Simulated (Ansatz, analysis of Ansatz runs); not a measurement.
# Reproducing a measured local vibrational mode: N-H pair in ZnSe

How near does this set-up come to the measured local vibrational mode? Subject: N-H pair in ZnSe. Set-up: PBE, 64-site cell, PBE lattice, 420 eV, k: the single point 1/4 1/4 1/4, symmetric start. The model is a cell of 64 host atoms with N put on another atom's site and H put in between. The frequencies come from force constants among the defect atom and its neighbours, with the masses of the isotopes named. Another start tests whether the structure found is the lowest.

Measured beforehand: N-H stretch, 1H: 3194 cm⁻¹ at 9 K, by FTIR absorption and Raman spectroscopy (quoted in “Hydrogen in Compound Semiconductors”, 1993, E.E. Haller, quoting earlier work). N-H wag, 1H: 783 cm⁻¹ at 9 K, by FTIR absorption and Raman spectroscopy (quoted in “Hydrogen in Compound Semiconductors”, 1993, E.E. Haller, quoting earlier work). The runs below try to reproduce this.

Program: Ansatz 0.2.0. Level of theory: plane-wave PAW DFT, PBE; relaxation of all atoms of a defect supercell. Results are calculated unless marked as measured.

## (1) The structure

The cell holds 65 atoms: 32 Zn, 31 Se, 1 N and 1 H. Its edges and angles: a = 11.464 Å, b = 11.464 Å, c = 11.464 Å, α = 90.0°, β = 90.0°, γ = 90.0°. It derives from ZnSe (space group F-43m). Nearest the centre at fractional (0.355, 0.355, 0.605): H65 at 0.39 Å, N16 at 0.64 Å, Zn12 at 2.54 Å, Zn57 at 2.64 Å, Zn27 at 2.64 Å, Zn42 at 2.64 Å, Se6 at 3.74 Å, Se7 at 3.74 Å.

The host's primitive cell comes from a first run (plane-wave PAW DFT, PBE; relaxation of the host's cell and atoms): vectors of 4.053, 4.053 and 4.053 Å. That is 23.54 Å³ an atom, 3.4 % over the diffraction cell's volume. The supercell is built on it.

## (2) Relaxation, charge 0

Every later number rests on the structure around the defect, so the atoms are relaxed at the host's lattice first.

File relax/input.yaml:

```yaml
relax:
  f_tol: 0.01
  max_steps: 80
  escape_saddle: false
crystal:
  lattice:
    - [11.46365881, 0.0, 0.0]
    - [0.0, 0.0, -11.46365881]
    - [0.0, 11.46365881, 0.0]
  atoms:
    - { symbol: Zn, position: [0.0, 0.0, 0.0] }
    - { symbol: Zn, position: [0.0, 0.25, 0.25] }
    - { symbol: Zn, position: [0.25, 0.0, 0.25] }
    - { symbol: Zn, position: [0.25, 0.25, 0.0] }
    - { symbol: Se, position: [0.125, 0.125, 0.125] }
    - { symbol: Se, position: [0.125, 0.375, 0.375] }
    - { symbol: Se, position: [0.375, 0.125, 0.375] }
    - { symbol: Se, position: [0.375, 0.375, 0.125] }
    - { symbol: Zn, position: [0.0, 0.0, 0.5] }
    - { symbol: Zn, position: [0.0, 0.25, 0.75] }
    - { symbol: Zn, position: [0.25, 0.0, 0.75] }
    - { symbol: Zn, position: [0.227337078, 0.227337078, 0.477337078] }
    - { symbol: Se, position: [0.125, 0.125, 0.625] }
    - { symbol: Se, position: [0.125, 0.375, 0.875] }
    - { symbol: Se, position: [0.375, 0.125, 0.875] }
    - { symbol: "N", position: [0.387587604, 0.387587604, 0.637587604] }
    - { symbol: Zn, position: [0.0, 0.5, 0.0] }
    - { symbol: Zn, position: [0.0, 0.75, 0.25] }
    - { symbol: Zn, position: [0.25, 0.5, 0.25] }
    - { symbol: Zn, position: [0.25, 0.75, 0.0] }
    - { symbol: Se, position: [0.125, 0.625, 0.125] }
    - { symbol: Se, position: [0.125, 0.875, 0.375] }
    - { symbol: Se, position: [0.375, 0.625, 0.375] }
    - { symbol: Se, position: [0.375, 0.875, 0.125] }
    - { symbol: Zn, position: [0.0, 0.5, 0.5] }
    - { symbol: Zn, position: [0.0, 0.75, 0.75] }
    - { symbol: Zn, position: [0.25, 0.5, 0.75] }
    - { symbol: Zn, position: [0.25, 0.75, 0.5] }
    - { symbol: Se, position: [0.125, 0.625, 0.625] }
    - { symbol: Se, position: [0.125, 0.875, 0.875] }
    - { symbol: Se, position: [0.375, 0.625, 0.875] }
    - { symbol: Se, position: [0.375, 0.875, 0.625] }
    - { symbol: Zn, position: [0.5, 0.0, 0.0] }
    - { symbol: Zn, position: [0.5, 0.25, 0.25] }
    - { symbol: Zn, position: [0.75, 0.0, 0.25] }
    - { symbol: Zn, position: [0.75, 0.25, 0.0] }
    - { symbol: Se, position: [0.625, 0.125, 0.125] }
    - { symbol: Se, position: [0.625, 0.375, 0.375] }
    - { symbol: Se, position: [0.875, 0.125, 0.375] }
    - { symbol: Se, position: [0.875, 0.375, 0.125] }
    - { symbol: Zn, position: [0.5, 0.0, 0.5] }
    - { symbol: Zn, position: [0.5, 0.25, 0.75] }
    - { symbol: Zn, position: [0.75, 0.0, 0.75] }
    - { symbol: Zn, position: [0.75, 0.25, 0.5] }
    - { symbol: Se, position: [0.625, 0.125, 0.625] }
    - { symbol: Se, position: [0.625, 0.375, 0.875] }
    - { symbol: Se, position: [0.875, 0.125, 0.875] }
    - { symbol: Se, position: [0.875, 0.375, 0.625] }
    - { symbol: Zn, position: [0.5, 0.5, 0.0] }
    - { symbol: Zn, position: [0.5, 0.75, 0.25] }
    - { symbol: Zn, position: [0.75, 0.5, 0.25] }
    - { symbol: Zn, position: [0.75, 0.75, 0.0] }
    - { symbol: Se, position: [0.625, 0.625, 0.125] }
    - { symbol: Se, position: [0.625, 0.875, 0.375] }
    - { symbol: Se, position: [0.875, 0.625, 0.375] }
    - { symbol: Se, position: [0.875, 0.875, 0.125] }
    - { symbol: Zn, position: [0.5, 0.5, 0.5] }
    - { symbol: Zn, position: [0.5, 0.75, 0.75] }
    - { symbol: Zn, position: [0.75, 0.5, 0.75] }
    - { symbol: Zn, position: [0.75, 0.75, 0.5] }
    - { symbol: Se, position: [0.625, 0.625, 0.625] }
    - { symbol: Se, position: [0.625, 0.875, 0.875] }
    - { symbol: Se, position: [0.875, 0.625, 0.875] }
    - { symbol: Se, position: [0.875, 0.875, 0.625] }
    - { symbol: H, position: [0.335271, 0.335271, 0.585271] }
basis:
  ecutwfc: 420
  xc_grid: 2
hamiltonian:
  xc: pbe
kpoints:
  mp_grid: { grid: [1, 1, 1], shift: [0.25, 0.25, 0.25] }
scf:
  occupations: { method: fermi_dirac, width: 0.01 }
  max_iter: 120
output:
  forces: true
checkpoint:
  write: "../relax.run"
  compress: false
  write_wavefunctions: true
  write_every: 100000
```

On the command line:

```
$ ansatz run input.yaml --threads 32 --pin off --max-ram 84787MiB --backend cuda --events-out ev --progress --plain --runs-dir out --max-vram 78GiB
```

Numbers of over 12 decimals in the logs are rounded to 6 here.

The log of the run:

```text
Engine: ansatz 0.2.0, aarch64-unknown-linux-gnu
[...]
Pseudopotential: Zn, paw, valence charge 12, recommended cutoff 420 eV (normal), Zn.paw.azcp
Pseudopotential: Se, paw, valence charge 16, recommended cutoff 420 eV (normal), Se.paw.azcp
Pseudopotential: N, paw, valence charge 5, recommended cutoff 420 eV (normal), N.paw.azcp
Pseudopotential: H, paw, valence charge 1, recommended cutoff 420 eV (normal), H.paw.azcp
Functional definition: PBE
[...]
Crystal: 65 atoms, lattice volume = 1506.502 Å³
Basis set: ecut = 420 eV, 29423 PW (Γ), exchange–correlation on 160×160×160 points (8 copies of the dense FFT grid, shifted against one another)
Bands: 532, of which v1, the nominal top of the filled ones, is band 443 counted from 1 (442 counted from 0)
[...]
Space group: R3m (ITA 160), of the structure as read, at distance tolerance 1.1e-4 Å
k-points: 1
[...]
SCF iter   2: F=—  HF=-276194.355280 eV  |Δ(HF+E_count)|=   3.79e-4  Δρ=2.05e-6  dr2=1.36e-7  Hψ=735
SCF iter   3: F=-276194.355280 eV  HF=-276194.355280 eV  |Δ(HF+E_count)|=   8.36e-8  Δρ=1.52e-6  dr2=3.24e-8  Hψ=1606
SCF 7 converged in 3 iterations: F = -276194.355280 eV  dr2 = 3.24e-8
relax step   7: F+E_penalty+E_count = -276194.35528041 eV  Δ(F+E_penalty+E_count) = -4.936e-8 eV  max|allowed force component| = 8.923e-3 eV/Å  Δτ_max = 0.0000 Å  (3 SCF iters, accepted)
[...]
SCF converged after 3 iterations
Free energy (F): -276194.355280 eV
[...]
Fermi energy:    7.143731 eV
--- Per-component energies (eV) ---
[...]
--- Forces (eV/Å), atoms counted from 1 ---
[...]
--- Band table (eV) ---
[...]
--- Relaxed structure (7 steps of the walk, 7 accepted, 0 SCFs on fresh bases) ---
[...]
```

Run time: 7.6 s. Hardware: 1 × NVIDIA GB200 with 32 threads of Arm Neoverse V2, shared host; peak memory 2 GiB; 23 s of CPU time.

The steps of the relaxation:

| step | energy less that of the first step (eV) | largest force component (eV/Å) |
| --- | --- | --- |
| 1 | 0.0000 | 1.2556 |
| 2 | -1.0568 | 0.9356 |
| 3 | -1.4816 | 0.3009 |
| 4 | -1.5318 | 0.1990 |
| 5 | -1.5416 | 0.0699 |
| 6 | -1.5431 | 0.0089 |
| 7 | -1.5431 | 0.0089 |

The atoms that moved most (Å):

| atom | dx | dy | dz | length |
| --- | --- | --- | --- | --- |
| Zn27 | 0.330 | -0.155 | 0.155 | 0.396 |
| Zn42 | -0.155 | -0.155 | -0.330 | 0.396 |
| Zn57 | -0.155 | 0.330 | 0.155 | 0.396 |
| Zn12 | -0.135 | -0.135 | 0.135 | 0.234 |
| Se38 | -0.074 | 0.082 | -0.030 | 0.114 |
| Se23 | 0.030 | 0.082 | 0.074 | 0.114 |
| Se15 | 0.030 | -0.074 | -0.082 | 0.114 |
| Se14 | 0.082 | -0.074 | -0.030 | 0.114 |

The atoms nearest to the centre after the run:

| atom | distance (Å) |
| --- | --- |
| H65 | 0.285 |
| N16 | 0.747 |
| Zn57 | 2.302 |
| Zn27 | 2.302 |
| Zn42 | 2.302 |
| Zn12 | 2.772 |
| Se6 | 3.800 |
| Se13 | 3.800 |
| Se7 | 3.800 |

Neighbours of the added atoms: H65: N16 1.03, Zn57 2.47, Zn27 2.47 Å.

Read from the output:

| Property | Result |
| --- | --- |
| free energy | -276194.3553 eV |

The relaxation ends 24 meV an atom lower, with a largest force component of 0.0089 eV/Å.

## (3) Local vibrational modes

A local mode lives on the defect and the atoms next to it, so only the sites listed in the input are displaced, which costs far fewer SCF runs than the whole cell would.

This step: plane-wave PAW DFT, PBE; finite-displacement force constants among the atoms nearest to a defect, the others at rest.

File modes/input.yaml:

```yaml
crystal:
  lattice:
    - [11.46365881, 0.0, 0.0]
    - [0.0, 0.0, -11.46365881]
    - [0.0, 11.46365881, 0.0]
  atoms:
    - { symbol: Zn, position: [-0.000174296, -0.000174296, -0.001211687] }
    - { symbol: Zn, position: [-0.004545691, 0.249516232, 0.245454309] }
    - { symbol: Zn, position: [0.249516232, -0.004545691, 0.245454309] }
    - { symbol: Zn, position: [0.249656577, 0.249656577, -0.003301806] }
    - { symbol: Se, position: [0.12478151, 0.12478151, 0.123616086] }
    - { symbol: Se, position: [0.121247902, 0.376758088, 0.371247902] }
    - { symbol: Se, position: [0.376758088, 0.121247902, 0.371247902] }
    - { symbol: Se, position: [0.374916753, 0.374916753, 0.123081021] }
    - { symbol: Zn, position: [-0.004545691, -0.004545691, 0.499516232] }
    - { symbol: Zn, position: [-0.000201793, 0.255208209, 0.751695054] }
    - { symbol: Zn, position: [0.255208209, -0.000201793, 0.751695054] }
    - { symbol: Zn, position: [0.215543762, 0.215543762, 0.465543762] }
    - { symbol: Se, position: [0.121247902, 0.121247902, 0.626758088] }
    - { symbol: Se, position: [0.132130371, 0.377637371, 0.868548884] }
    - { symbol: Se, position: [0.377637371, 0.132130371, 0.868548884] }
    - { symbol: "N", position: [0.392760005, 0.392760005, 0.642760005] }
    - { symbol: Zn, position: [0.004394308, 0.498670774, -0.00290293] }
    - { symbol: Zn, position: [-0.000174296, 0.748788313, 0.249825704] }
    - { symbol: Zn, position: [0.255208209, 0.501695054, 0.249798207] }
    - { symbol: Zn, position: [0.250241908, 0.748330004, -0.001669996] }
    - { symbol: Se, position: [0.12600999, 0.623795668, 0.125294642] }
    - { symbol: Se, position: [0.12478151, 0.873616086, 0.37478151] }
    - { symbol: Se, position: [0.377637371, 0.618548884, 0.382130371] }
    - { symbol: Se, position: [0.376553639, 0.872812979, 0.122812979] }
    - { symbol: Zn, position: [-0.000201793, 0.501695054, 0.505208209] }
    - { symbol: Zn, position: [0.004394308, 0.74709707, 0.748670774] }
    - { symbol: Zn, position: [0.278830639, 0.486486848, 0.736486848] }
    - { symbol: Zn, position: [0.249656577, 0.746698194, 0.499656577] }
    - { symbol: Se, position: [0.132130371, 0.618548884, 0.627637371] }
    - { symbol: Se, position: [0.12600999, 0.875294642, 0.873795668] }
    - { symbol: Se, position: [0.376710687, 0.624065688, 0.874065688] }
    - { symbol: Se, position: [0.374916753, 0.873081021, 0.624916753] }
    - { symbol: Zn, position: [0.498670774, 0.004394308, -0.00290293] }
    - { symbol: Zn, position: [0.501695054, 0.255208209, 0.249798207] }
    - { symbol: Zn, position: [0.748788313, -0.000174296, 0.249825704] }
    - { symbol: Zn, position: [0.748330004, 0.250241908, -0.001669996] }
    - { symbol: Se, position: [0.623795668, 0.12600999, 0.125294642] }
    - { symbol: Se, position: [0.618548884, 0.377637371, 0.382130371] }
    - { symbol: Se, position: [0.873616086, 0.12478151, 0.37478151] }
    - { symbol: Se, position: [0.872812979, 0.376553639, 0.122812979] }
    - { symbol: Zn, position: [0.501695054, -0.000201793, 0.505208209] }
    - { symbol: Zn, position: [0.486486848, 0.278830639, 0.736486848] }
    - { symbol: Zn, position: [0.74709707, 0.004394308, 0.748670774] }
    - { symbol: Zn, position: [0.746698194, 0.249656577, 0.499656577] }
    - { symbol: Se, position: [0.618548884, 0.132130371, 0.627637371] }
    - { symbol: Se, position: [0.624065688, 0.376710687, 0.874065688] }
    - { symbol: Se, position: [0.875294642, 0.12600999, 0.873795668] }
    - { symbol: Se, position: [0.873081021, 0.374916753, 0.624916753] }
    - { symbol: Zn, position: [0.502311254, 0.502311254, 0.000668092] }
    - { symbol: Zn, position: [0.498670774, 0.74709707, 0.254394308] }
    - { symbol: Zn, position: [0.74709707, 0.498670774, 0.254394308] }
    - { symbol: Zn, position: [0.750537508, 0.750537508, 0.000537508] }
    - { symbol: Se, position: [0.625700674, 0.625700674, 0.127193069] }
    - { symbol: Se, position: [0.623795668, 0.875294642, 0.37600999] }
    - { symbol: Se, position: [0.875294642, 0.623795668, 0.37600999] }
    - { symbol: Se, position: [0.875181911, 0.875181911, 0.125181911] }
    - { symbol: Zn, position: [0.486486848, 0.486486848, 0.528830639] }
    - { symbol: Zn, position: [0.502311254, 0.750668092, 0.752311254] }
    - { symbol: Zn, position: [0.750668092, 0.502311254, 0.752311254] }
    - { symbol: Zn, position: [0.748330004, 0.748330004, 0.500241908] }
    - { symbol: Se, position: [0.624065688, 0.624065688, 0.626710687] }
    - { symbol: Se, position: [0.625700674, 0.877193069, 0.875700674] }
    - { symbol: Se, position: [0.877193069, 0.625700674, 0.875700674] }
    - { symbol: Se, position: [0.872812979, 0.872812979, 0.626553639] }
    - { symbol: H, position: [0.340775029, 0.340775029, 0.590775029] }
basis:
  ecutwfc: 420
  xc_grid: 2
hamiltonian:
  xc: pbe
kpoints:
  mp_grid: { grid: [1, 1, 1], shift: [0.25, 0.25, 0.25] }
scf:
  occupations: { method: fermi_dirac, width: 0.01 }
  max_iter: 120
output: {}
checkpoint:
  read: "../relax.run"
phonons:
  supercell: [1, 1, 1]
  displaced_sites: [15, 26, 41, 56, 64]
```

The log of the run:

```text
[...]
Crystal: 65 atoms, lattice volume = 1506.502 Å³
Basis set: ecut = 420 eV, 29423 PW (Γ), exchange–correlation on 160×160×160 points (8 copies of the dense FFT grid, shifted against one another)
Bands: 532, of which v1, the nominal top of the filled ones, is band 443 counted from 1 (442 counted from 0)
[...]
k-points: 1
[...]
SCF 8 converged in 10 iterations: F = -276194.355268 eV  dr2 = 3.64e-12
[...]
SCF 9 converged in 6 iterations: F = -276194.355257 eV  dr2 = 3.17e-12
SCF converged after 6 iterations
Free energy (F): -276194.355280 eV
[...]
Fermi energy:    7.143724 eV
[...]
--- Forces (eV/Å), atoms counted from 1 ---
[...]
--- Band table (eV) ---
[...]
--- Phonons: 8 displaced members + reference (amplitude 0.0025 Å, Σ member SCF iterations 64) ---
  symmetry images taken by strict's conditions (phonons.symmetry_images: auto; settled by no image being taken that strict refuses)
  force constants formed among 5 of 65 sites (N 15, Zn 26, Zn 41, Zn 56, H 64); the other 60 at rest. The modes move the named sites alone.
  the frequencies, the zero-point energy and the sums are of the block with the acoustic sum rule laid on its rows. Row sums over every site: 1.3e-4 eV/Å² at the most
  transpose residual: 7.6e-5 eV/Å²
  largest component of a force at the reference: 8.9e-3 eV/Å on a named site, 8.3e-3 eV/Å on a site at rest
  frequencies among the named sites at Γ of the cell (cm⁻¹): 101.05 101.05 106.18 132.12 132.12 132.84 132.84 133.31 189.15 373.96 487.21 487.21 815.04 815.04 3286.71
  unstable modes among the named sites: 0
  frequencies as built, with no sum rule (cm⁻¹): 101.05 101.05 106.18 132.13 132.13 132.84 132.84 133.31 189.15 373.96 487.21 487.21 815.01 815.01 3286.71
  zero-point energy: 0.460344 eV/cell   skipped modes (ω ≤ 0): 0
  not written: the harmonic force-constant file, the file of eigenvectors (these modes' are written with the force constants), the density of states and the dispersion, which are of every site
[...]
```

Elapsed: 5.4 s, on 1 × NVIDIA GB200 with 32 threads; peak memory 2.3 GiB.

Read from the output:

- free energy: -276194.3553 eV

The modes with the largest weight on the probed atoms (the light atom of a pair), for the masses of each isotope. Modes of the displaced atoms (local only where they lie over the host's phonons):

| isotopes | mode (cm⁻¹) | share of the defect atoms |
| --- | --- | --- |
| H | 3287 | 0.935 |
| H | 815.1 | 0.91 |
| H | 815.1 | 0.91 |
| D | 2400 | 0.876 |
| D | 616.5 | 0.631 |
| D | 616.5 | 0.631 |

## (4) What came out

| Item | Value |
| --- | --- |
| distance from the defect atom to its nearest neighbour | 1.032 Å |
| N-H stretch, 1H | 3287 cm⁻¹ |
| N-H wag, 1H | 815 cm⁻¹ |
| time of the whole chain | 15 s on 32 threads and a graphics card |

What this shows: N-H stretch, 1H: computed 3287 cm⁻¹, measured 3194 cm⁻¹; 93 cm⁻¹ (3 %) above the measurement. N-H wag, 1H: computed 815 cm⁻¹, measured 783 cm⁻¹; 32 cm⁻¹ (4 %) above the measurement. The computed value is harmonic, while the measured line is the anharmonic fundamental, which for X–H stretches usually lies a few per cent lower. Only the named neighbours move, so modes near the host's band are approximate.

[Logs are printed without paths, hosts, clocks, repeated set-up lines and the standing remarks that a program may print on its own settings, such as how far it seeks lower states.]

[Hosts, paths, dates, database ids (printed as entryN), source tags and the programs' standing remarks are cut or masked in the printed files.]

[For some hosts the program warned that the k-mesh of the response run may be too coarse for force constants and the static dielectric constant; such warnings are not shown here.]
